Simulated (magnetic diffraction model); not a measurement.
# Dy3Al4Ga4Ir2Rh below its ordering temperature

Space group Immm (no. 71), a = 4.3680 Å, b = 9.7520 Å, c = 12.3350 Å.

```
site  atom    x       y       z
  4g    Ir    0  0.2172       0
  4i    Dy  1/2     1/2  0.3317
  2c    Dy  1/2     1/2       0
  2b    Rh  1/2       0       0
  8l    Ga    0  0.6302  0.8334
  8l    Al  1/2  0.2127  0.1223
```

The compound is invented for this exercise: a known structure type with other elements, its cell scaled to their sizes and not relaxed.

Only Dy is taken to order (form factors of Dy3+); orders and moment sizes are assumed, and not adapted to the symmetry. Radiation: neutrons of λ = 1.8 Å (absorption by Dy and Ir left out), 8° to 45°; isotropic B of 0.12 Å² (Ir), 0.15 Å² (Dy), 0.12 Å² (Rh), 0.2 Å² (Ga) and 0.17 Å² (Al). The intensities are simulated: I ∝ L Σ (|F_N|² + |F_M⊥|²) for unpolarised neutrons, with F_M = 2.695 fm/μB × Σ f(s) S exp(2πi Q·r) exp(−B s²) at Q = H ± k (one set where k and −k are equivalent), only the part normal to Q counting and L = 1/(sin²θ cos θ). For collinear order S is the moment m, which repeats by lattice and centring translations R with the sign exp(−2πi k·R). Form factors are spin-only for 3d ions and dipole or tabulated for f ions, scattering lengths are Sears's of 1992, and absorption is left out. A label names one of the reflections at its angle. The strongest nuclear line in the range is 100, and lines under 0.2 are left out.

Above the ordering temperature:

| 2θ (°) | index | I |
| --- | --- | --- |
| 13.51 | (0 1 1) | 0.3 |
| 16.78 | (0 0 2) | 3.2 |
| 21.27 | (0 2 0) | 6.8 |
| 25.25 | (1 0 1) | 7.2 |
| 26.10 | (1 1 0) | 11.8 |
| 27.22 | (0 2 2) | 3.0 |
| 27.48 | (0 1 3) | 8.1 |
| 31.19 | (1 1 2) | 1.5 |
| 33.25 | (1 2 1) | 6.9 |
| 34.99 | (1 0 3) | 30.5 |
| 40.38 | (1 3 0) | 31.4 |
| 41.31 | (1 2 3) | 100.0 |
| 41.34 | (0 3 3) | 39.9 |
| 43.31 | (1 1 4) | 2.2 |
| 43.33 | (0 4 0) | 8.6 |
| 44.01 | (1 3 2) | 11.6 |

Below it (cell unchanged):

| 2θ (°) | I |
| --- | --- |
| 13.51 | 0.3 |
| 16.78 | 3.2 |
| 21.27 | 77.6 |
| 25.25 | 7.2 |
| 26.10 | 102.8 |
| 27.22 | 3.0 |
| 27.48 | 20.4 |
| 31.19 | 1.5 |
| 33.25 | 6.9 |
| 34.99 | 52.5 |
| 40.38 | 64.9 |
| 41.31 | 139.0 |
| 41.34 | 59.4 |
| 43.31 | 2.2 |
| 43.33 | 22.7 |
| 44.01 | 11.6 |

**Question.** Find the propagation vector, then choose among these models:
A. collinear moments along [001], 9.6 μB on Dy; signs + at (1/2, 1/2, 0.3317), + at (1/2, 1/2, 0.6683), + at (1/2, 1/2, 0)
B. collinear moments along [101], 9.6 μB on Dy; signs + at (1/2, 1/2, 0.3317), − at (1/2, 1/2, 0.6683), − at (1/2, 1/2, 0)
C. collinear moments along [101], 9.6 μB on Dy; signs + at (1/2, 1/2, 0.3317), + at (1/2, 1/2, 0.6683), + at (1/2, 1/2, 0)
D. collinear moments along [001], 9.6 μB on Dy; signs + at (1/2, 1/2, 0.3317), − at (1/2, 1/2, 0.6683), − at (1/2, 1/2, 0)

No line moves, and magnetic intensity falls on nuclear lines such as the one at 26.10°, so the magnetic cell equals the chemical primitive cell: k = 0.

Magnetic intensity, observed (below minus above) and for each model:

| 2θ (°) | index | observed | A | B | C | D |
| --- | --- | --- | --- | --- | --- | --- |
| 13.51 | (0 1 1) | <0.2 | <0.2 | 107.9 | <0.2 | 100.8 |
| 21.27 | (0 2 0) | 70.8 | 70.8 | 7.9 | 70.8 | 7.9 |
| 25.25 | (1 0 1) | <0.2 | <0.2 | 35.2 | <0.2 | 39.0 |
| 26.10 | (1 1 0) | 91.0 | 91.0 | 9.2 | 82.6 | 10.1 |
| 31.19 | (1 1 2) | <0.2 | <0.2 | 35.9 | <0.2 | 37.7 |
| 33.25 | (1 2 1) | <0.2 | <0.2 | 42.0 | <0.2 | 44.4 |
| 40.38 | (1 3 0) | 33.5 | 33.5 | 3.6 | 32.2 | 3.7 |
| 41.31 | (1 2 3) | 39.0 | 39.0 | 4.4 | 39.3 | 4.4 |

Model A matches.

The structure used: k = (0 0 0), collinear moments along [001], 9.6 μB on Dy; signs + at (1/2, 1/2, 0.3317), + at (1/2, 1/2, 0.6683), + at (1/2, 1/2, 0).

[Logs are printed without paths, hosts, clocks, repeated set-up lines and the standing remarks that a program may print on its own settings, such as how far it seeks lower states.]
